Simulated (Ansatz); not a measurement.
**A hypothetical structure for ZnTeF6**

This structure for ZnTeF6 is made up. Its elements were placed in a known structure type with a cell scaled to their sizes. What cell does the guess relax to, and how far off was it?

Method: DFT, PBE, plane-wave PAW, files of the set soft_1, scalar-relativistic, no spin, cell and ions relaxed at zero pressure; PAW set soft_1, in Ansatz 0.2.0.

### 1. The starting structure

It takes space group R-3 (No. 148, trigonal). Conventional cell: a = 5.231 Å, b = 5.231 Å, c = 14.717 Å, α = 90.00°, β = 90.00°, γ = 120.00°. Te has 6 F at 2.07 Å nearest. Zn has 6 F at 2.02 Å nearest. Nearest to F lie 1 Zn at 2.02 Å and 1 Te at 2.07 Å. Farther neighbours and most contacts between anions are not listed.

### 2. Relaxing cell and atoms

The guess takes its coordinates from another compound and its volume from a rule, so the cell and any free coordinates are relaxed together.

input.yaml

```yaml
crystal:
  lattice:
    - [2.6155, 1.510059629, 4.905666667]
    - [-2.6155, 1.510059629, 4.905666667]
    - [0.0, -3.020119258, 4.905666667]
  atoms:
    - { symbol: Te, position: [0.0, 0.0, 0.0] }
    - { symbol: Zn, position: [0.5, 0.5, 0.5] }
    - { symbol: F, position: [0.7494, 0.1306, 0.3753] }
    - { symbol: F, position: [0.6247, 0.2506, 0.8694] }
    - { symbol: F, position: [0.8694, 0.6247, 0.2506] }
    - { symbol: F, position: [0.2506, 0.8694, 0.6247] }
    - { symbol: F, position: [0.1306, 0.3753, 0.7494] }
    - { symbol: F, position: [0.3753, 0.7494, 0.1306] }
kpoints:
  mp_grid: { grid: [6, 6, 6] }
scf:
  occupations: { method: fermi_dirac, width: 0.05 }
hamiltonian:
  xc: pbe
  pseudopotentials: { kind: paw, azcp: { folder: soft_1 } }
relax:
  f_tol: 0.015
  max_steps: 70
  cell: {}
output:
  forces: true
  stress: true
```

The run is started by

```console
$ ansatz run input.yaml --threads 4 --pin off --max-ram 10240MiB --backend cpu --events-out ev --progress --plain --runs-dir out
```

Numbers of over 12 decimals in the logs are rounded to 6 here.

What it wrote:

```text
Engine: ansatz 0.2.0, x86_64-unknown-linux-gnu
Pseudopotentials: kind: paw
Pseudopotential: Te, paw, valence charge 16, recommended cutoff 420 eV (normal), soft_1/Te.paw.azcp
Pseudopotential: Zn, paw, valence charge 12, recommended cutoff 420 eV (normal), soft_1/Zn.paw.azcp
Pseudopotential: F, paw, valence charge 7, recommended cutoff 420 eV (normal), soft_1/F.paw.azcp
Functional definition: PBE
  parameter kappa = 0.804
  parameter beta = 0.066725
  exchange = pbe_x(kappa = kappa, mu = beta*pi^2/3)
  correlation = pbe_c(beta = beta)
Crystal: 8 atoms, lattice volume = 116.251 Å³
Basis set: ecut = 420 eV, 2261 PW (Γ), exchange–correlation on 80×80×80 points (8 copies of the dense FFT grid, shifted against one another)
Bands: 43, of which v1, the nominal top of the filled ones, is band 35 counted from 1 (34 counted from 0)
Symmetry: 6 space group operations
Space group: R-3 (ITA 148), of the structure as read, at distance tolerance 4.9e-5 Å
k-points: 40 of 216
Non-local potential: Te, projectors of the file, l = 0: 2, l = 1: 2, l = 2: 2, l = 3: 1
Non-local potential: Zn, projectors of the file, l = 0: 2, l = 1: 2, l = 2: 3, l = 3: 1
Non-local potential: F, projectors of the file, l = 0: 2, l = 1: 2, l = 2: 1
PAW form: soft (Blöchl's): semilocal exchange-correlation on the pseudo side does not see the compensation charge
PAW one-centre angular grid: Te, 590 points (default); XC on 64 Gauss nodes
PAW one-centre angular grid: Zn, 590 points (default); XC on 64 Gauss nodes
PAW one-centre angular grid: F, 110 points (default); XC on 64 Gauss nodes
Initial density: superposition of atomic densities (chi_scale 0.1, normalization cell, long waves kept (reshape's long-wave potential 0.05 eV rms))
Initial wavefunctions: pseudopotential atomic-orbital guess
Functional: x = pbe(κ = 0.804, μ = 0.219515), c = pbe(β = 0.066725)
SCF iter   1: F=—  HF=-15153.404021 eV  |F-HF|=—  |Δ(HF+E_count)|=         —  Δρ=1.21e-1  dr2=1.07e1  ethr=3.10e-3  ⟨swp⟩=8.8  Hψ=8956  notcnv=0  defer=13
preconditioner: auto → Resta (q_TF=auto, 2.507 Å⁻¹)  ε∞=3.6  [insulator: Δε(μ)=2.612 eV  Ē_g=16.393 eV  σ=0.050 eV  W_gap=1.00  n_scr=26 (ndim 8)  ℏωp=26.7 eV  f_vac=0.176  D(μ)=0.00/eV (n_scr^D=0)  ε∞_Penn≈3.6]
SCF iter   2: F=—  HF=-15149.850867 eV  |F-HF|=—  |Δ(HF+E_count)|=    3.55e0  Δρ=3.11e-2  dr2=9.56e-1  ethr=3.10e-3  ⟨swp⟩=3.0  Hψ=4542  notcnv=0  defer=157
SCF iter   3: F=—  HF=-15149.486346 eV  |F-HF|=—  |Δ(HF+E_count)|=   3.65e-1  Δρ=1.68e-2  dr2=3.27e-1  ethr=1.37e-3  ⟨swp⟩=2.0  Hψ=3110  notcnv=0  defer=157
SCF iter   4: F=—  HF=-15149.450966 eV  |F-HF|=—  |Δ(HF+E_count)|=   3.54e-2  Δρ=7.57e-3  dr2=2.60e-2  ethr=4.67e-4  ⟨swp⟩=3.0  Hψ=2806  notcnv=0  defer=157
SCF iter   5: F=—  HF=-15149.473408 eV  |F-HF|=—  |Δ(HF+E_count)|=   2.24e-2  Δρ=4.22e-3  dr2=1.45e-2  ethr=3.71e-5  ⟨swp⟩=2.4  Hψ=3136  notcnv=0  defer=153
SCF iter   6: F=—  HF=-15149.467486 eV  |F-HF|=—  |Δ(HF+E_count)|=   5.92e-3  Δρ=7.48e-4  dr2=2.94e-4  ethr=2.07e-5  ⟨swp⟩=2.0  Hψ=2772  notcnv=0  defer=153
SCF iter   7: F=—  HF=-15149.467750 eV  |F-HF|=—  |Δ(HF+E_count)|=   2.64e-4  Δρ=2.73e-4  dr2=7.18e-5  ethr=4.20e-7  ⟨swp⟩=2.7  Hψ=3204  notcnv=0  defer=153
SCF iter   8: F=—  HF=-15149.467852 eV  |F-HF|=—  |Δ(HF+E_count)|=   1.02e-4  Δρ=1.00e-4  dr2=6.35e-6  ethr=1.03e-7  ⟨swp⟩=2.0  Hψ=2586  notcnv=0  defer=153
SCF iter   9: F=—  HF=-15149.467854 eV  |F-HF|=—  |Δ(HF+E_count)|=   2.20e-6  Δρ=1.34e-5  dr2=2.11e-7  ethr=9.07e-9  ⟨swp⟩=2.0  Hψ=2500  notcnv=0  defer=153
SCF iter  10: F=-15149.467854 eV  HF=-15149.467854 eV  |F-HF|=1.03e-8  |Δ(HF+E_count)|=   2.39e-7  Δρ=2.90e-6  dr2=9.06e-9  ethr=1.43e-10  ⟨swp⟩=4.3  Hψ=5977  notcnv=0
SCF 1 converged in 10 iterations: F = -15149.467854 eV  dr2 = 9.06e-9
  greatest PAW one-centre occupation: 0.999 electrons in one spin orbital (limit 2), on the Te atom at site 0 (counted from 0), in its partial waves of l = 2
relax step   1: F+E_penalty+E_count = -15149.46785396 eV  Δ(F+E_penalty+E_count) = +0.000e0 eV  max|allowed force component| = 2.935e-1 eV/Å  Δτ_max = 0.0000 Å  P = +5.144 GPa  Ω = 116.251 Å³  (10 SCF iters, dr2 threshold 1.00e-7 eV, accepted)
Crystal: 8 atoms, lattice volume = 121.521 Å³
Basis set: ecut = 420 eV, 2363 PW (Γ), exchange–correlation on 80×80×80 points (8 copies of the dense FFT grid, shifted against one another)
Initial density: handed on by an earlier stage of this run
Initial wavefunctions: those handed on with the density
iter 1 solved again at ethr=4.81e-5 eV; its pass at ethr=3.10e-3 eV (dr2=3.37e-2 eV) is discarded
SCF iter   1: F=—  HF=-15149.560840 eV  |F-HF|=—  |Δ(HF+E_count)|=         —  Δρ=6.37e-3  dr2=3.20e-2  ethr=4.81e-5  ⟨swp⟩=3.5  Hψ=10110  notcnv=0
preconditioner: auto → Resta (q_TF=auto, 2.489 Å⁻¹)  ε∞=3.9  [insulator: Δε(μ)=3.372 eV  Ē_g=15.437 eV  σ=0.050 eV  W_gap=1.00  n_scr=26 (ndim 8)  ℏωp=26.1 eV  f_vac=0.243  D(μ)=0.00/eV (n_scr^D=0)  ε∞_Penn≈3.9]
SCF iter   2: F=—  HF=-15149.552356 eV  |F-HF|=—  |Δ(HF+E_count)|=   8.48e-3  Δρ=2.88e-3  dr2=6.60e-3  ethr=4.57e-5  ⟨swp⟩=2.0  Hψ=2835  notcnv=0
SCF iter   3: F=—  HF=-15149.550483 eV  |F-HF|=—  |Δ(HF+E_count)|=   1.87e-3  Δρ=1.23e-3  dr2=2.00e-3  ethr=9.43e-6  ⟨swp⟩=2.0  Hψ=2628  notcnv=0
SCF iter   4: F=—  HF=-15149.549918 eV  |F-HF|=—  |Δ(HF+E_count)|=   5.65e-4  Δρ=4.77e-4  dr2=1.79e-4  ethr=2.86e-6  ⟨swp⟩=2.0  Hψ=2665  notcnv=0
SCF iter   5: F=—  HF=-15149.549967 eV  |F-HF|=—  |Δ(HF+E_count)|=   4.92e-5  Δρ=9.09e-5  dr2=7.87e-6  ethr=2.56e-7  ⟨swp⟩=2.0  Hψ=2866  notcnv=0  defer=1
SCF iter   6: F=—  HF=-15149.549971 eV  |F-HF|=—  |Δ(HF+E_count)|=   3.40e-6  Δρ=4.93e-5  dr2=2.17e-6  ethr=1.12e-8  ⟨swp⟩=2.0  Hψ=2721  notcnv=0  defer=1
SCF iter   7: F=-15149.549971 eV  HF=-15149.549971 eV  |F-HF|=1.11e-7  |Δ(HF+E_count)|=   2.69e-7  Δρ=2.38e-5  dr2=4.62e-7  ethr=1.14e-9  ⟨swp⟩=5.0  Hψ=6476  notcnv=0
SCF 2 converged in 7 iterations: F = -15149.549971 eV  dr2 = 4.62e-7
relax step   2: F+E_penalty+E_count = -15149.54997123 eV  Δ(F+E_penalty+E_count) = -8.212e-2 eV  max|allowed force component| = 1.482e-1 eV/Å  Δτ_max = 0.0270 Å  P = +0.573 GPa  Ω = 121.521 Å³  energy of the carried Pulay correction = -1.297e-2 eV  (7 SCF iters, dr2 threshold 8.00e-7 eV, accepted)
Crystal: 8 atoms, lattice volume = 122.954 Å³
Basis set: ecut = 420 eV, 2375 PW (Γ), exchange–correlation on 80×80×80 points (8 copies of the dense FFT grid, shifted against one another)
iter 1 solved again at ethr=3.79e-6 eV; its pass at ethr=3.10e-3 eV (dr2=2.65e-3 eV) is discarded
SCF iter   1: F=—  HF=-15149.558466 eV  |F-HF|=—  |Δ(HF+E_count)|=         —  Δρ=2.64e-3  dr2=2.81e-3  ethr=3.79e-6  ⟨swp⟩=3.0  Hψ=10126  notcnv=0
[...]
relax step   3: F+E_penalty+E_count = -15149.55810480 eV  Δ(F+E_penalty+E_count) = -8.134e-3 eV  max|allowed force component| = 5.881e-2 eV/Å  Δτ_max = 0.0123 Å  P = +0.028 GPa  Ω = 122.954 Å³  energy of the carried Pulay correction = -1.640e-2 eV  (6 SCF iters, dr2 threshold 8.00e-7 eV, accepted)
[... from here on, the SCF cycles and remarks between the steps are left out ...]
relax step   4: F+E_penalty+E_count = -15149.55789866 eV  Δ(F+E_penalty+E_count) = +2.061e-4 eV  max|allowed force component| = 1.142e-2 eV/Å  Δτ_max = 0.0120 Å  P = -0.085 GPa  Ω = 123.747 Å³  energy of the carried Pulay correction = -1.828e-2 eV  (6 SCF iters, dr2 threshold 2.16e-7 eV, accepted)
relax step   5: F+E_penalty+E_count = -15149.55763806 eV  Δ(F+E_penalty+E_count) = +2.606e-4 eV  max|allowed force component| = 6.516e-3 eV/Å  Δτ_max = 0.0059 Å  P = -0.039 GPa  Ω = 123.945 Å³  energy of the carried Pulay correction = -1.874e-2 eV  (6 SCF iters, dr2 threshold 2.84e-8 eV, accepted)
relax step   6: F+E_penalty+E_count = -15149.59087450 eV  Δ(F+E_penalty+E_count) = -3.324e-2 eV  max|allowed force component| = 6.615e-3 eV/Å  Δτ_max = 0.0000 Å  P = +0.447 GPa  Ω = 123.945 Å³  stress off target by 5.86e-1 GPa  SCF on the basis re-selected at this cell (its energy is not comparable with the rows above)  (8 SCF iters)
relax step   7: F+E_penalty+E_count = -15149.59335816 eV  Δ(F+E_penalty+E_count) = -2.484e-3 eV  max|allowed force component| = 8.547e-3 eV/Å  Δτ_max = 0.0441 Å  P = +0.156 GPa  Ω = 126.520 Å³  energy of the carried Pulay correction = -6.645e-3 eV  (6 SCF iters, dr2 threshold 8.00e-7 eV, accepted)
relax step   8: F+E_penalty+E_count = -15149.58834815 eV  Δ(F+E_penalty+E_count) = +5.010e-3 eV  max|allowed force component| = 6.827e-3 eV/Å  Δτ_max = 0.0469 Å  P = -0.087 GPa  Ω = 129.112 Å³  energy of the carried Pulay correction = -1.457e-2 eV  (7 SCF iters, dr2 threshold 1.15e-7 eV, accepted)
relax step   9: F+E_penalty+E_count = -15149.58831575 eV  Δ(F+E_penalty+E_count) = +3.240e-5 eV  max|allowed force component| = 9.001e-3 eV/Å  Δτ_max = 0.0044 Å  P = +0.054 GPa  Ω = 129.140 Å³  energy of the carried Pulay correction = -1.467e-2 eV  (6 SCF iters, dr2 threshold 3.17e-8 eV, accepted)
relax step  10: F+E_penalty+E_count = -15149.58836492 eV  Δ(F+E_penalty+E_count) = -4.917e-5 eV  max|allowed force component| = 4.205e-4 eV/Å  Δτ_max = 0.0013 Å  P = +0.001 GPa  Ω = 129.133 Å³  energy of the carried Pulay correction = -1.464e-2 eV  (5 SCF iters, dr2 threshold 8.04e-9 eV, accepted)
relax step  11: F+E_penalty+E_count = -15149.60586025 eV  Δ(F+E_penalty+E_count) = -1.750e-2 eV  max|allowed force component| = 2.479e-4 eV/Å  Δτ_max = 0.0000 Å  P = +0.086 GPa  Ω = 129.133 Å³  stress off target by 1.63e-1 GPa  SCF on the basis re-selected at this cell (its energy is not comparable with the rows above)  (7 SCF iters)
relax step  12: F+E_penalty+E_count = -15149.60426364 eV  Δ(F+E_penalty+E_count) = +1.597e-3 eV  max|allowed force component| = 1.802e-3 eV/Å  Δτ_max = 0.0218 Å  P = +0.004 GPa  Ω = 130.282 Å³  energy of the carried Pulay correction = -2.710e-3 eV  (7 SCF iters, dr2 threshold 6.67e-8 eV, accepted)
relax step  13: F+E_penalty+E_count = -15149.60352352 eV  Δ(F+E_penalty+E_count) = +7.401e-4 eV  max|allowed force component| = 5.883e-4 eV/Å  Δτ_max = 0.0067 Å  P = -0.008 GPa  Ω = 130.600 Å³  energy of the carried Pulay correction = -3.499e-3 eV  (8 SCF iters, accepted)
iter 1 solved again at ethr=1.48e-7 eV; its pass at ethr=3.10e-3 eV (dr2=1.04e-4 eV) is discarded
SCF iter   1: F=—  HF=-15149.606099 eV  |F-HF|=—  |Δ(HF+E_count)|=         —  Δρ=1.75e-4  dr2=3.01e-6  ethr=1.48e-7  ⟨swp⟩=4.0  Hψ=14913  notcnv=0
preconditioner: auto → Resta (q_TF=auto, 2.459 Å⁻¹)  ε∞=3.7  [insulator: Δε(μ)=3.244 eV  Ē_g=15.288 eV  σ=0.050 eV  W_gap=1.00  n_scr=26 (ndim 8)  ℏωp=25.2 eV  f_vac=0.278  D(μ)=0.00/eV (n_scr^D=0)  ε∞_Penn≈3.7]
SCF iter   2: F=—  HF=-15149.606940 eV  |F-HF|=—  |Δ(HF+E_count)|=   8.41e-4  Δρ=8.98e-5  dr2=1.40e-6  ethr=4.30e-9  ⟨swp⟩=2.0  Hψ=2907  notcnv=0
SCF iter   3: F=—  HF=-15149.607217 eV  |F-HF|=—  |Δ(HF+E_count)|=   2.77e-4  Δρ=2.74e-5  dr2=8.77e-8  ethr=2.00e-9  ⟨swp⟩=2.0  Hψ=2552  notcnv=0
SCF iter   4: F=—  HF=-15149.607243 eV  |F-HF|=—  |Δ(HF+E_count)|=   2.59e-5  Δρ=2.60e-6  dr2=5.34e-9  ethr=1.25e-10  ⟨swp⟩=2.0  Hψ=2920  notcnv=0
SCF iter   5: F=—  HF=-15149.607243 eV  |F-HF|=—  |Δ(HF+E_count)|=   1.61e-8  Δρ=1.25e-6  dr2=4.39e-10  ethr=7.63e-12  ⟨swp⟩=2.0  Hψ=2638  notcnv=0
SCF iter   6: F=-15149.607243 eV  HF=-15149.607243 eV  |F-HF|=3.82e-9  |Δ(HF+E_count)|=   1.59e-9  Δρ=4.80e-7  dr2=7.32e-11  ethr=1.00e-12  ⟨swp⟩=5.0  Hψ=6801  notcnv=0
SCF 14 converged in 6 iterations: F = -15149.607243 eV  dr2 = 7.32e-11
relax step  14: F+E_penalty+E_count = -15149.60724277 eV  Δ(F+E_penalty+E_count) = -3.719e-3 eV  max|allowed force component| = 5.460e-4 eV/Å  Δτ_max = 0.0000 Å  P = +0.004 GPa  Ω = 130.600 Å³  stress off target by 3.94e-2 GPa  SCF on the basis re-selected at this cell (its energy is not comparable with the rows above)  (6 SCF iters)
basis re-selected at this cell: Δ(F+E_penalty+E_count) = -3.719e-3 eV, ΔP = +0.012 GPa vs the last step (what re-selecting the basis moved, of the pressure what is left beyond the Pulay correction that the steps carried, after the strain that the cell walked since its last selection, with what the two solves' SCF thresholds leave and, on support functions, any second-order correction that the steps lacked; it is no m [...]
SCF converged after 6 iterations
Free energy (F): -15149.607243 eV
Harris-Foulkes:  -15149.607243 eV  (|F-HF|=3.82e-9)
Internal energy: -15149.607243 eV  (E = F + TS)
E sigma→0 (E₀):  -15149.607243 eV
Fermi energy:    3.887636 eV
--- Per-component energies (eV) ---
  E_band       = -680.886467
  E_kinetic    = 1496.872495
  E_local      = -8507.532987  (includes V_loc(G=0)·N_el)
  E_nonlocal   = 1409.845219
  E_hartree    = 3449.763020
  E_xc         = -661.644331
  E_vxc        = -743.017020  (∫ρ·V_xc dr)
  E_paw        = -7789.710038  (= ΣΔE_a)
  E_vpaw       = -1236.584497  (= ΣTr[D̂ρ^β])
  E_aug_tail   = 0.003847  (compensation charges beyond the density's cutoff)
  E_ewald      = -4547.204467
  E_smearing   = -0.000000  (= −TS)
  E_closure    = 0.000000  (closes the sum)
  Σ components = -15149.607243   (vs F -15149.607243, Δ=0.00e0)
--- Forces (eV/Å), atoms counted from 1 ---
  atom   1  Te     0.00000000    -0.00000000     0.00000000
  atom   2  Zn     0.00000000    -0.00000000     0.00000000
  atom   3  F     -0.00002352     0.00054600     0.00045155
  atom   4  F      0.00046109     0.00029337    -0.00045155
  atom   5  F     -0.00048462     0.00025263    -0.00045155
  atom   6  F      0.00002352    -0.00054600    -0.00045155
  atom   7  F      0.00048462    -0.00025263     0.00045155
  atom   8  F     -0.00046109    -0.00029337     0.00045155
  max |Σ_I F_I| component: 2.28e-18 eV/Å
--- Stress (GPa, compression-positive) ---
        0.025610       0.000000      -0.000000
       -0.000000       0.025610      -0.000000
       -0.000000      -0.000000      -0.039391
  P = ⅓ Tr σ = 0.0039 GPa (0.039 kbar)
--- Relaxed structure (11 steps of the walk, 11 accepted, 3 SCFs on fresh bases) ---
  F+E_penalty+E_count = -15149.60724277 eV   max|allowed force component| = 5.460e-4 eV/Å   (the final SCF, on the basis selected at the relaxed cell)
  cell:  # Å, volume = 130.5995 Å³
    - [2.802011, 1.617742, 4.801879]
    - [-2.802011, 1.617742, 4.801879]
    - [-4.4793649004599895e-17, -3.235484, 4.801879]
  atoms:
    - { symbol: Te, position: [0, 1.269078625417709e-19, -1.4636607416166032e-19] }
    - { symbol: Zn, position: [0.500000, 0.500000, 0.500000] }
    - { symbol: F, position: [0.746975, 0.161069, 0.343831] }
    - { symbol: F, position: [0.656169, 0.253025, 0.838931] }
    - { symbol: F, position: [0.838931, 0.656169, 0.253025] }
    - { symbol: F, position: [0.253025, 0.838931, 0.656169] }
    - { symbol: F, position: [0.161069, 0.343831, 0.746975] }
    - { symbol: F, position: [0.343831, 0.746975, 0.161069] }
```

Elapsed: 53 s, on 4 threads of Intel Xeon Platinum 8488C (Sapphire Rapids), shared host; peak memory 0.69 GiB.

Relaxation path:

| step | energy less that of the first step (eV) | largest force component (eV/Å) | pressure (GPa) | volume (Å³) |
| --- | --- | --- | --- | --- |
| 1 | 0.0000 | 0.2935 | 5.14 | 116.25 |
| 2 | -0.0821 | 0.1482 | 0.57 | 121.52 |
| 3 | -0.0903 | 0.0588 | 0.03 | 122.95 |
| 4 | -0.0900 | 0.0114 | -0.09 | 123.75 |
| 5 | -0.0898 | 0.0065 | -0.04 | 123.95 |
| 6* | -0.1230 | 0.0066 | 0.45 | 123.95 |
| 7 | -0.1255 | 0.0085 | 0.16 | 126.52 |
| 8 | -0.1205 | 0.0068 | -0.09 | 129.11 |
| 9 | -0.1205 | 0.0090 | 0.05 | 129.14 |
| 10 | -0.1205 | 0.0004 | 0.00 | 129.13 |
| 11* | -0.1380 | 0.0002 | 0.09 | 129.13 |
| 12 | -0.1364 | 0.0018 | 0.00 | 130.28 |
| 13 | -0.1357 | 0.0006 | -0.01 | 130.60 |
| 14* | -0.1394 | 0.0005 | 0.00 | 130.60 |

Relaxation steps marked * repeat the geometry before them on a plane-wave basis chosen anew for their cell, so energy and pressure can jump there.

The run keeps the 6 symmetry operations that it works with, so distortions that break them were not tested.

```
conventional cell, symmetrised  before   after   change
                         a (Å)   5.231   5.604   +7.1 %
                         b (Å)   5.231   5.604   +7.1 %
                         c (Å)  14.717  14.406   -2.1 %
              volume (Å³/atom)   14.53   16.32  +12.3 %
```

The atoms that moved most (Å, as changes of fractional coordinates times the final cell):

```
atom      dx      dy      dz  length
  F4   0.081   0.153   0.016   0.174
  F8  -0.081  -0.153  -0.016   0.174
  F3  -0.092   0.147  -0.016   0.174
  F7   0.174   0.006  -0.016   0.174
  F6   0.092  -0.147   0.016   0.174
  F5  -0.174  -0.006   0.016   0.174
```

Final coordinates:

```xyz
8
Lattice="2.8020 1.6177 4.8019 -2.8020 1.6177 4.8019 0.0000 -3.2355 4.8019" Properties=species:S:1:pos:R:3 pbc="T T T"
Te    0.0000    0.0000    0.0000
Zn    0.0000    0.0000    7.2028
F     1.6417    0.3565    6.0114
F     1.1296   -1.2435    8.3943
F     0.5121    1.6000    8.3943
F    -1.6417   -0.3565    8.3943
F    -0.5121   -1.6000    6.0114
F    -1.1296    1.2435    6.0114
```

This step gave:

- free energy: -15149.6072 eV
- Fermi energy: 3.888 eV
- gap by band count: 3.244 eV
- electrons: 70
- symmetry operations: 6
- pressure: 0.003943 GPa

The shortest distance of each pair, which need not be the same contact before and after:

```
 pair  guess (Å)  relaxed (Å)
 F–Zn      2.025        2.060
 F–Te      2.071        2.098
  F–F      2.824        2.910
Te–Zn      3.891        4.029
```

The relaxation ends with a largest force component of 5.5e-4 eV/Å and a pressure of 0.00 GPa.

### 3. Summary of results

```json
{
  "space group, relaxed": "R-3",
  "conventional cell": "a = 5.604, b = 5.604, c = 14.406 Å; α = 90.0°, β = 90.0°, γ = 120.0°",
  "volume per atom": "16.32 Å³ (guess 14.53)"
}
```

What this shows: ZnTeF6 relaxes to R-3 with a = 5.604, b = 5.604 and c = 14.406 Å. The guessed volume was 11 % too small. The space group R-3 was held in the relaxation, so the end point is a stationary structure within it and may be a saddle against distortions or other arrangements. Mesh and cutoff weren't tested. Spin-orbit coupling is left out, which can matter for elements this heavy. No dispersion term is used, so weakly bound directions may come out too long. Nothing here tests whether the compound is stable against decomposition.

[Logs are printed without paths, hosts, clocks, repeated set-up lines and the standing remarks that a program may print on its own settings, such as how far it seeks lower states.]

[Hosts, paths, dates, database ids (printed as entryN), source tags and the programs' standing remarks are cut or masked in the printed files.]
